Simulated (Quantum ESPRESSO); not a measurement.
# CaO(001): a series in the number of layers, part 11 of 12

What law, if any, do the results for CaO(001) follow against the number of layers?

Quantum ESPRESSO 7.5; plane-wave DFT, PBE, GBRV ultrasoft pseudopotentials.

So far. Step 11 (Potential by pp.x, 3 layers): The slope in the vacuum is 0.100 eV/Å for an applied 0.10 V/Å, as it should be. Step 13 (Relaxation with pw.x, 4 layers): The relaxation lowers the energy by 2 meV an atom.

### 21. Relaxing the ions, 9 layers

System of this step: CaO(001), 9 layers. The cell holds 18 atoms: 9 Ca and 9 O. Its edges and angles: a = 3.415 Å, b = 3.415 Å, c = 35.284 Å, α = 90.0°, β = 90.0°, γ = 90.0°. It derives from CaO. Vacuum lies along c.

File m6.relax.in:

```
&control
  prefix = 'm6.relax'
  outdir = './out'
  pseudo_dir = './pseudo'
  nstep = 90
  forc_conv_thr = 6e-05
  calculation = 'relax'
  etot_conv_thr = 1e-07
/
&system
  ibrav = 0
  nat = 18
  ntyp = 2
  ecutwfc = 40
  ecutrho = 200
  occupations = 'fixed'
/
&electrons
  conv_thr = 1e-10
  mixing_beta = 0.4
  electron_maxstep = 120
/
&ions
/
ATOMIC_SPECIES
  Ca  40.0780  ca_pbe_v1.uspp.F.UPF
  O   15.9990  o_pbe_v1.2.uspp.F.UPF
CELL_PARAMETERS angstrom
  3.41506535100000 0.00000000000000 0.00000000000000
  0.00000000000000 3.41506535100000 0.00000000000000
  0.00000000000000 0.00000000000000 35.28419686849587
ATOMIC_POSITIONS crystal
  Ca  0.000000000000 0.000000000000 0.226244343891
  O   0.500000000000 0.500000000000 0.226244343891
  Ca  0.500000000000 0.500000000000 0.294683257919
  O   0.000000000000 0.000000000000 0.294683257919
  Ca  0.000000000000 0.000000000000 0.363122171946
  O   0.500000000000 0.500000000000 0.363122171946
  Ca  0.500000000000 0.500000000000 0.431561085973
  O   0.000000000000 0.000000000000 0.431561085973
  Ca  0.000000000000 0.000000000000 0.500000000000
  O   0.500000000000 0.500000000000 0.500000000000
  Ca  0.500000000000 0.500000000000 0.568438914027
  O   0.000000000000 0.000000000000 0.568438914027
  Ca  0.000000000000 0.000000000000 0.636877828054
  O   0.500000000000 0.500000000000 0.636877828054
  Ca  0.500000000000 0.500000000000 0.705316742081
  O   0.000000000000 0.000000000000 0.705316742081
  Ca  0.000000000000 0.000000000000 0.773755656109
  O   0.500000000000 0.500000000000 0.773755656109
K_POINTS automatic
  4 4 1 0 0 0
```

Launch:

```sh
$ OMP_NUM_THREADS=1 mpirun -n 4 pw.x -nk 1 -in m6.relax.in > m6.relax.out
```

What it wrote:

```text
[banner, memory and clock lines left out]
Program PWSCF v.7.5 starts
[...]
Message from routine setup:
[...]
number of electrons       =       144.00
     number of Kohn-Sham states=           72
     kinetic-energy cutoff     =      40.0000  Ry
     charge density cutoff     =     200.0000  Ry
[...]
number of k points=     6
[...]
Dense  grid:   132805 G-vectors     FFT dimensions: (  30,  30, 320)
[...]
negative rho (up, down):  1.501E-04 0.000E+00
     Starting wfcs are  126 randomized atomic wfcs
[...]
negative rho (up, down):  9.155E-05 0.000E+00
[...]
estimated scf accuracy    <       5.10612772 Ry
[...]
negative rho (up, down):  1.375E-04 0.000E+00
[...]
estimated scf accuracy    <       0.91732114 Ry
[...]
negative rho (up, down):  2.835E-04 0.000E+00
[...]
estimated scf accuracy    <       0.09990188 Ry
[...]
negative rho (up, down):  3.106E-04 0.000E+00
[...]
estimated scf accuracy    <       0.16573446 Ry
[...]
negative rho (up, down):  2.980E-04 0.000E+00
[...]
estimated scf accuracy    <       0.00132191 Ry
[...]
negative rho (up, down):  2.960E-04 0.000E+00
[...]
estimated scf accuracy    <       0.01633053 Ry
[...]
negative rho (up, down):  2.972E-04 0.000E+00
[...]
estimated scf accuracy    <       0.00047979 Ry
[...]
negative rho (up, down):  2.945E-04 0.000E+00
[...]
estimated scf accuracy    <       0.00095722 Ry
[...]
negative rho (up, down):  2.942E-04 0.000E+00
[...]
estimated scf accuracy    <       0.00007174 Ry
[...]
negative rho (up, down):  2.942E-04 0.000E+00
[...]
estimated scf accuracy    <       0.00001299 Ry
[...]
negative rho (up, down):  2.941E-04 0.000E+00
[...]
estimated scf accuracy    <       0.00000384 Ry
[...]
negative rho (up, down):  2.942E-04 0.000E+00
[...]
estimated scf accuracy    <       0.00000082 Ry
[...]
negative rho (up, down):  2.942E-04 0.000E+00
[...]
estimated scf accuracy    <          3.1E-09 Ry
[...]
negative rho (up, down):  2.943E-04 0.000E+00
[...]
estimated scf accuracy    <       0.00000003 Ry
[...]
negative rho (up, down):  2.943E-04 0.000E+00
[...]
estimated scf accuracy    <          8.5E-10 Ry
[...]
negative rho (up, down):  2.943E-04 0.000E+00
[...]
estimated scf accuracy    <          7.1E-10 Ry
[...]
negative rho (up, down):  2.943E-04 0.000E+00
[...]
highest occupied level (ev):     3.2096
!    total energy              =    -967.55273824 Ry
     estimated scf accuracy    <          5.9E-11 Ry
[...]
one-electron contribution =  -10648.48244281 Ry
     hartree contribution      =    5370.19407684 Ry
     xc contribution           =    -174.31259582 Ry
     ewald contribution        =    4485.04822355 Ry
     convergence has been achieved in  17 iterations
     negative rho (up, down):  2.943E-04 0.000E+00
[...]
Total force =     0.015228     Total SCF correction =     0.000003
[...]
negative rho (up, down):  2.946E-04 0.000E+00
[...]
negative rho (up, down):  2.954E-04 0.000E+00
[...]
estimated scf accuracy    <       0.00005026 Ry
[...]
negative rho (up, down):  2.955E-04 0.000E+00
[...]
estimated scf accuracy    <       0.00000326 Ry
[...]
negative rho (up, down):  2.956E-04 0.000E+00
[...]
estimated scf accuracy    <       0.00000054 Ry
[...]
negative rho (up, down):  2.956E-04 0.000E+00
[...]
estimated scf accuracy    <       0.00000008 Ry
[...]
negative rho (up, down):  2.956E-04 0.000E+00
[...]
estimated scf accuracy    <       0.00000001 Ry
[...]
negative rho (up, down):  2.957E-04 0.000E+00
[...]
estimated scf accuracy    <          1.9E-09 Ry
[...]
negative rho (up, down):  2.957E-04 0.000E+00
[...]
estimated scf accuracy    <          3.3E-10 Ry
[...]
negative rho (up, down):  2.958E-04 0.000E+00
[...]
highest occupied level (ev):     3.2074
!    total energy              =    -967.55295569 Ry
     estimated scf accuracy    <          6.6E-11 Ry
[...]
one-electron contribution =  -10648.85958557 Ry
     hartree contribution      =    5370.43209818 Ry
     xc contribution           =    -174.31442757 Ry
     ewald contribution        =    4485.18895928 Ry
     convergence has been achieved in   8 iterations
     negative rho (up, down):  2.958E-04 0.000E+00
[...]
Total force =     0.013364     Total SCF correction =     0.000040
[...]
WARNING: bfgs curvature condition failed, Theta= 0.914
[...]
negative rho (up, down):  2.964E-04 0.000E+00
[...]
negative rho (up, down):  2.970E-04 0.000E+00
[...]
estimated scf accuracy    <       0.00006196 Ry
[...]
negative rho (up, down):  2.972E-04 0.000E+00
[...]
estimated scf accuracy    <       0.00000374 Ry
[...]
negative rho (up, down):  2.971E-04 0.000E+00
[...]
estimated scf accuracy    <       0.00000066 Ry
[...]
negative rho (up, down):  2.971E-04 0.000E+00
[...]
estimated scf accuracy    <       0.00000009 Ry
[...]
negative rho (up, down):  2.971E-04 0.000E+00
[...]
estimated scf accuracy    <       0.00000002 Ry
[...]
negative rho (up, down):  2.972E-04 0.000E+00
[...]
estimated scf accuracy    <          2.1E-09 Ry
[...]
negative rho (up, down):  2.972E-04 0.000E+00
[...]
estimated scf accuracy    <          3.9E-10 Ry
[...]
negative rho (up, down):  2.973E-04 0.000E+00
[...]
highest occupied level (ev):     3.2061
!    total energy              =    -967.55316697 Ry
     estimated scf accuracy    <          6.2E-11 Ry
[...]
one-electron contribution =  -10649.50039081 Ry
     hartree contribution      =    5370.79829802 Ry
     xc contribution           =    -174.31668109 Ry
     ewald contribution        =    4485.46560692 Ry
     convergence has been achieved in   8 iterations
     negative rho (up, down):  2.973E-04 0.000E+00
[...]
Total force =     0.011374     Total SCF correction =     0.000030
[...]
negative rho (up, down):  2.984E-04 0.000E+00
[...]
negative rho (up, down):  2.988E-04 0.000E+00
[...]
estimated scf accuracy    <       0.00014465 Ry
[...]
negative rho (up, down):  2.988E-04 0.000E+00
[...]
estimated scf accuracy    <       0.00000826 Ry
[...]
negative rho (up, down):  2.986E-04 0.000E+00
[...]
estimated scf accuracy    <       0.00000154 Ry
[...]
negative rho (up, down):  2.986E-04 0.000E+00
[...]
estimated scf accuracy    <       0.00000018 Ry
[...]
negative rho (up, down):  2.986E-04 0.000E+00
[...]
negative rho (up, down):  2.988E-04 0.000E+00
[...]
Total force =     0.008481     Total SCF correction =     0.000032
[...]
negative rho (up, down):  3.001E-04 0.000E+00
[...]
negative rho (up, down):  2.999E-04 0.000E+00
[...]
estimated scf accuracy    <       0.00030699 Ry
[...]
negative rho (up, down):  2.997E-04 0.000E+00
[...]
estimated scf accuracy    <       0.00001990 Ry
[...]
negative rho (up, down):  2.995E-04 0.000E+00
[...]
estimated scf accuracy    <       0.00000316 Ry
[...]
negative rho (up, down):  2.994E-04 0.000E+00
[...]
estimated scf accuracy    <       0.00000045 Ry
[...]
negative rho (up, down):  2.994E-04 0.000E+00
[...]
estimated scf accuracy    <       0.00000009 Ry
[...]
negative rho (up, down):  2.994E-04 0.000E+00
[...]
estimated scf accuracy    <       0.00000002 Ry
[...]
negative rho (up, down):  2.995E-04 0.000E+00
[...]
estimated scf accuracy    <          2.1E-09 Ry
[...]
negative rho (up, down):  2.996E-04 0.000E+00
[...]
estimated scf accuracy    <          8.5E-10 Ry
[...]
negative rho (up, down):  2.997E-04 0.000E+00
[...]
estimated scf accuracy    <          5.1E-10 Ry
[...]
negative rho (up, down):  2.998E-04 0.000E+00
[...]
highest occupied level (ev):     3.2063
!    total energy              =    -967.55367137 Ry
     estimated scf accuracy    <          1.2E-11 Ry
[...]
one-electron contribution =  -10653.37333940 Ry
     hartree contribution      =    5372.85903672 Ry
     xc contribution           =    -174.32703298 Ry
     ewald contribution        =    4487.28766428 Ry
     convergence has been achieved in  10 iterations
     negative rho (up, down):  2.998E-04 0.000E+00
[...]
Total force =     0.004565     Total SCF correction =     0.000011
[...]
negative rho (up, down):  3.016E-04 0.000E+00
[...]
negative rho (up, down):  3.005E-04 0.000E+00
[...]
estimated scf accuracy    <       0.00020063 Ry
[...]
negative rho (up, down):  2.998E-04 0.000E+00
[...]
estimated scf accuracy    <       0.00001549 Ry
[...]
negative rho (up, down):  2.996E-04 0.000E+00
[...]
estimated scf accuracy    <       0.00000218 Ry
[...]
negative rho (up, down):  2.992E-04 0.000E+00
[...]
estimated scf accuracy    <       0.00000049 Ry
[...]
negative rho (up, down):  2.992E-04 0.000E+00
[...]
estimated scf accuracy    <       0.00000009 Ry
[...]
negative rho (up, down):  2.992E-04 0.000E+00
[...]
estimated scf accuracy    <       0.00000002 Ry
[...]
negative rho (up, down):  2.992E-04 0.000E+00
[...]
estimated scf accuracy    <          9.7E-09 Ry
[...]
negative rho (up, down):  2.993E-04 0.000E+00
[...]
estimated scf accuracy    <          1.9E-09 Ry
[...]
negative rho (up, down):  2.994E-04 0.000E+00
[...]
estimated scf accuracy    <          7.0E-11 Ry
[...]
negative rho (up, down):  2.994E-04 0.000E+00
[...]
estimated scf accuracy    <          9.8E-11 Ry
[...]
negative rho (up, down):  2.994E-04 0.000E+00
[...]
highest occupied level (ev):     3.2080
!    total energy              =    -967.55374229 Ry
     estimated scf accuracy    <          3.9E-12 Ry
[...]
one-electron contribution =  -10656.28664802 Ry
     hartree contribution      =    5374.34922735 Ry
     xc contribution           =    -174.33331114 Ry
     ewald contribution        =    4488.71698951 Ry
     convergence has been achieved in  11 iterations
     negative rho (up, down):  2.994E-04 0.000E+00
[...]
Total force =     0.003117     Total SCF correction =     0.000012
[...]
negative rho (up, down):  3.005E-04 0.000E+00
[...]
negative rho (up, down):  3.000E-04 0.000E+00
[...]
estimated scf accuracy    <       0.00000116 Ry
[...]
negative rho (up, down):  2.998E-04 0.000E+00
[...]
estimated scf accuracy    <       0.00000021 Ry
[...]
negative rho (up, down):  2.996E-04 0.000E+00
[...]
estimated scf accuracy    <       0.00000004 Ry
[...]
negative rho (up, down):  2.995E-04 0.000E+00
[...]
estimated scf accuracy    <          6.8E-09 Ry
[...]
negative rho (up, down):  2.994E-04 0.000E+00
[...]
estimated scf accuracy    <          6.7E-10 Ry
[...]
negative rho (up, down):  2.994E-04 0.000E+00
[...]
estimated scf accuracy    <          2.5E-10 Ry
[...]
negative rho (up, down):  2.994E-04 0.000E+00
[...]
highest occupied level (ev):     3.2087
!    total energy              =    -967.55375106 Ry
     estimated scf accuracy    <          1.1E-11 Ry
[...]
one-electron contribution =  -10657.07524767 Ry
     hartree contribution      =    5374.72859574 Ry
     xc contribution           =    -174.33400688 Ry
     ewald contribution        =    4489.12690774 Ry
     convergence has been achieved in   7 iterations
     negative rho (up, down):  2.994E-04 0.000E+00
[...]
Total force =     0.002655     Total SCF correction =     0.000008
[...]
WARNING: bfgs curvature condition failed, Theta= 0.973
[...]
negative rho (up, down):  3.006E-04 0.000E+00
[...]
negative rho (up, down):  3.001E-04 0.000E+00
[...]
estimated scf accuracy    <       0.00000126 Ry
[...]
negative rho (up, down):  2.998E-04 0.000E+00
[...]
estimated scf accuracy    <       0.00000024 Ry
[...]
negative rho (up, down):  2.996E-04 0.000E+00
[...]
estimated scf accuracy    <       0.00000005 Ry
[...]
negative rho (up, down):  2.995E-04 0.000E+00
[...]
estimated scf accuracy    <          7.6E-09 Ry
[...]
negative rho (up, down):  2.995E-04 0.000E+00
[...]
estimated scf accuracy    <          7.3E-10 Ry
[...]
negative rho (up, down):  2.995E-04 0.000E+00
[...]
estimated scf accuracy    <          2.1E-10 Ry
[...]
negative rho (up, down):  2.995E-04 0.000E+00
[...]
highest occupied level (ev):     3.2091
!    total energy              =    -967.55376055 Ry
     estimated scf accuracy    <          1.6E-11 Ry
[...]
highest occupied level (ev):     3.2075
!    total energy              =    -967.55379755 Ry
     estimated scf accuracy    <          1.2E-12 Ry
[...]
one-electron contribution =  -10674.63744935 Ry
     hartree contribution      =    5383.47984857 Ry
     xc contribution           =    -174.34115501 Ry
     ewald contribution        =    4497.94495825 Ry
     convergence has been achieved in   8 iterations
     negative rho (up, down):  3.022E-04 0.000E+00
[...]
Total force =     0.000671     Total SCF correction =     0.000003
[...]
negative rho (up, down):  3.031E-04 0.000E+00
[...]
negative rho (up, down):  3.029E-04 0.000E+00
[...]
estimated scf accuracy    <       0.00000065 Ry
[...]
negative rho (up, down):  3.028E-04 0.000E+00
[...]
estimated scf accuracy    <       0.00000013 Ry
[...]
negative rho (up, down):  3.027E-04 0.000E+00
[...]
estimated scf accuracy    <       0.00000002 Ry
[...]
negative rho (up, down):  3.027E-04 0.000E+00
[...]
estimated scf accuracy    <          3.0E-09 Ry
[...]
negative rho (up, down):  3.028E-04 0.000E+00
[...]
estimated scf accuracy    <          4.8E-10 Ry
[...]
negative rho (up, down):  3.028E-04 0.000E+00
[...]
estimated scf accuracy    <          2.7E-11 Ry
[...]
negative rho (up, down):  3.028E-04 0.000E+00
[...]
highest occupied level (ev):     3.2070
!    total energy              =    -967.55379830 Ry
     estimated scf accuracy    <          3.4E-12 Ry
[...]
one-electron contribution =  -10677.14598599 Ry
     hartree contribution      =    5384.73135698 Ry
     xc contribution           =    -174.34183938 Ry
     ewald contribution        =    4499.20267009 Ry
     convergence has been achieved in   7 iterations
     negative rho (up, down):  3.028E-04 0.000E+00
[...]
Total force =     0.000698     Total SCF correction =     0.000005
[...]
negative rho (up, down):  3.041E-04 0.000E+00
[...]
negative rho (up, down):  3.040E-04 0.000
```

The job ended after 17 min (4 MPI ranks of Arm Neoverse V1, shared host; peak memory 0.83 GiB).

Step by step (22 of 27):

| step | energy less that of the first step (eV) | largest force (eV/Å) |
| --- | --- | --- |
| 1 | 0.0000 | 0.2006 |
| 2 | -0.0030 | 0.1716 |
| 3 | -0.0058 | 0.1415 |
| 5 | -0.0127 | 0.0541 |
| 6 | -0.0137 | 0.0383 |
| 7 | -0.0138 | 0.0299 |
| 8 | -0.0139 | 0.0209 |
| 10 | -0.0142 | 0.0188 |
| 11 | -0.0143 | 0.0184 |
| 12 | -0.0143 | 0.0143 |
| 13 | -0.0144 | 0.0069 |
| 15 | -0.0144 | 0.0060 |
| 16 | -0.0144 | 0.0075 |
| 17 | -0.0144 | 0.0078 |
| 18 | -0.0144 | 0.0060 |
| 20 | -0.0144 | 0.0076 |
| 21 | -0.0144 | 0.0085 |
| 22 | -0.0145 | 0.0084 |
| 23 | -0.0145 | 0.0077 |
| 25 | -0.0145 | 0.0041 |
| 26 | -0.0145 | 0.0016 |
| 27 | -0.0145 | 0.0008 |

The atoms that moved most (Å):

| atom | dx | dy | dz | length |
| --- | --- | --- | --- | --- |
| O18 | 0.000 | 0.000 | -0.047 | 0.047 |
| O2 | 0.000 | 0.000 | 0.047 | 0.047 |
| Ca17 | 0.000 | 0.000 | -0.030 | 0.030 |
| Ca1 | 0.000 | 0.000 | 0.030 | 0.030 |
| O4 | 0.000 | 0.000 | -0.016 | 0.016 |
| O16 | 0.000 | 0.000 | 0.016 | 0.016 |
| Ca15 | 0.000 | 0.000 | 0.007 | 0.007 |
| Ca3 | 0.000 | 0.000 | -0.007 | 0.007 |

Read from the output:

| Property | Result |
| --- | --- |
| free energy | -13164.2401 eV |
| valence top, on the run's zero | 3.206 eV |

### 22. Self-consistent run, 9 layers

File m6.f0.in:

```
&control
  prefix = 'm6.f0'
  outdir = './out'
  pseudo_dir = './pseudo'
  calculation = 'scf'
  tprnfor = .true.
  tefield = .true.
  dipfield = .true.
/
&system
  ibrav = 0
  nat = 18
  ntyp = 2
  ecutwfc = 40
  ecutrho = 200
  occupations = 'fixed'
  edir = 3
  emaxpos = 0.97
  eopreg = 0.04
  eamp = 0.0
  nbnd = 76
/
&electrons
  conv_thr = 1e-09
  mixing_beta = 0.4
  electron_maxstep = 120
  mixing_mode = 'plain'
/
ATOMIC_SPECIES
  Ca  40.0780  ca_pbe_v1.uspp.F.UPF
  O   15.9990  o_pbe_v1.2.uspp.F.UPF
CELL_PARAMETERS angstrom
  3.41506535100000 0.00000000000000 0.00000000000000
  0.00000000000000 3.41506535100000 0.00000000000000
  0.00000000000000 0.00000000000000 35.28419686849587
ATOMIC_POSITIONS crystal
  Ca  0.000000000000 0.000000000000 0.227084638300
  O   0.500000000000 0.500000000000 0.227582409100
  Ca  0.500000000000 0.500000000000 0.294476814100
  O   0.000000000000 0.000000000000 0.294215979900
  Ca  0.000000000000 0.000000000000 0.363032685400
  O   0.500000000000 0.500000000000 0.363126881800
  Ca  0.500000000000 0.500000000000 0.431519747200
  O   0.000000000000 0.000000000000 0.431497326300
  Ca  0.000000000000 0.000000000000 0.500000000000
  O   0.500000000000 0.500000000000 0.500000000000
  Ca  0.500000000000 0.500000000000 0.568480252800
  O   0.000000000000 0.000000000000 0.568502673700
  Ca  0.000000000000 0.000000000000 0.636967314600
  O   0.500000000000 0.500000000000 0.636873118200
  Ca  0.500000000000 0.500000000000 0.705523185900
  O   0.000000000000 0.000000000000 0.705784020100
  Ca  0.000000000000 0.000000000000 0.772915361700
  O   0.500000000000 0.500000000000 0.772417590900
K_POINTS automatic
  4 4 1 0 0 0
```

Launch:

```sh
$ OMP_NUM_THREADS=1 mpirun -n 4 pw.x -nk 1 -in m6.f0.in > m6.f0.out
```

What it wrote:

```text
[banner, memory and clock lines left out]
Program PWSCF v.7.5 starts
[...]
number of electrons       =       144.00
     number of Kohn-Sham states=           76
     kinetic-energy cutoff     =      40.0000  Ry
     charge density cutoff     =     200.0000  Ry
[...]
number of k points=    10
[...]
Dense  grid:   132805 G-vectors     FFT dimensions: (  30,  30, 320)
[...]
negative rho (up, down):  1.543E-04 0.000E+00
[...]
Starting wfcs are  126 randomized atomic wfcs
[...]
negative rho (up, down):  1.002E-04 0.000E+00
[...]
estimated scf accuracy    <       5.11530510 Ry
[...]
negative rho (up, down):  1.490E-04 0.000E+00
[...]
estimated scf accuracy    <       0.84357228 Ry
[...]
negative rho (up, down):  2.888E-04 0.000E+00
[...]
estimated scf accuracy    <       0.09670324 Ry
[...]
negative rho (up, down):  3.212E-04 0.000E+00
[...]
estimated scf accuracy    <       0.12637876 Ry
[...]
negative rho (up, down):  2.951E-04 0.000E+00
[...]
estimated scf accuracy    <       0.00194550 Ry
[...]
negative rho (up, down):  3.002E-04 0.000E+00
[...]
estimated scf accuracy    <       0.01608303 Ry
[...]
negative rho (up, down):  3.069E-04 0.000E+00
[...]
estimated scf accuracy    <       0.00009375 Ry
[...]
negative rho (up, down):  3.064E-04 0.000E+00
[...]
estimated scf accuracy    <       0.00076581 Ry
[...]
negative rho (up, down):  3.064E-04 0.000E+00
[...]
estimated scf accuracy    <       0.00000803 Ry
[...]
negative rho (up, down):  3.074E-04 0.000E+00
[...]
estimated scf accuracy    <       0.00001221 Ry
[...]
negative rho (up, down):  3.079E-04 0.000E+00
[...]
estimated scf accuracy    <       0.00000010 Ry
[...]
negative rho (up, down):  3.081E-04 0.000E+00
[...]
estimated scf accuracy    <       0.00000001 Ry
[...]
negative rho (up, down):  3.082E-04 0.000E+00
[...]
estimated scf accuracy    <          7.0E-09 Ry
[...]
negative rho (up, down):  3.083E-04 0.000E+00
[...]
Total length         64.0104 bohr
[...]
estimated scf accuracy    <          1.3E-09 Ry
[...]
negative rho (up, down):  3.084E-04 0.000E+00
[...]
Computed dipole along edir(3) :
        Dipole                0.0000 Ry au,          0.0000 Debye
        Dipole field          0.0000 Ry au,
        Potential amp.       -0.0000 Ry
        Total length         64.0104 bohr
[...]
highest occupied, lowest unoccupied level (ev):     3.2057    6.1581
!    total energy              =    -967.55380374 Ry
     estimated scf accuracy    <          3.8E-10 Ry
[...]
one-electron contribution =  -10697.29536465 Ry
     hartree contribution      =    5394.81619399 Ry
     xc contribution           =    -174.34614949 Ry
     ewald contribution        =    4509.27151641 Ry
     electric field correction =       0.00000000 Ry
     convergence has been achieved in  15 iterations
     negative rho (up, down):  3.084E-04 0.000E+00
[...]
Total force =     0.000058     Total SCF correction =     0.000020
[...]
```

Wall time 2.1 min (4 MPI ranks); peak memory 0.82 GiB; 8.3 min of CPU time.

Read from the output:

```
dipole along the normal              : 0 e·Å
conduction bottom, on the run's zero : 6.158 eV
gap by band count                    : 2.952 eV
```

[end of part 11 of 12]

[Logs are printed without paths, hosts, clocks, repeated set-up lines and the standing remarks that a program may print on its own settings, such as how far it seeks lower states.]

[Hosts, paths, dates, database ids (printed as entryN), source tags and the programs' standing remarks are cut or masked in the printed files.]

[Maps of the electrostatic potential energy from Ansatz leave out the sawtooth potential of an applied field or a dipole correction, so their vacuum need not be flat; planar profiles and work functions include it.]
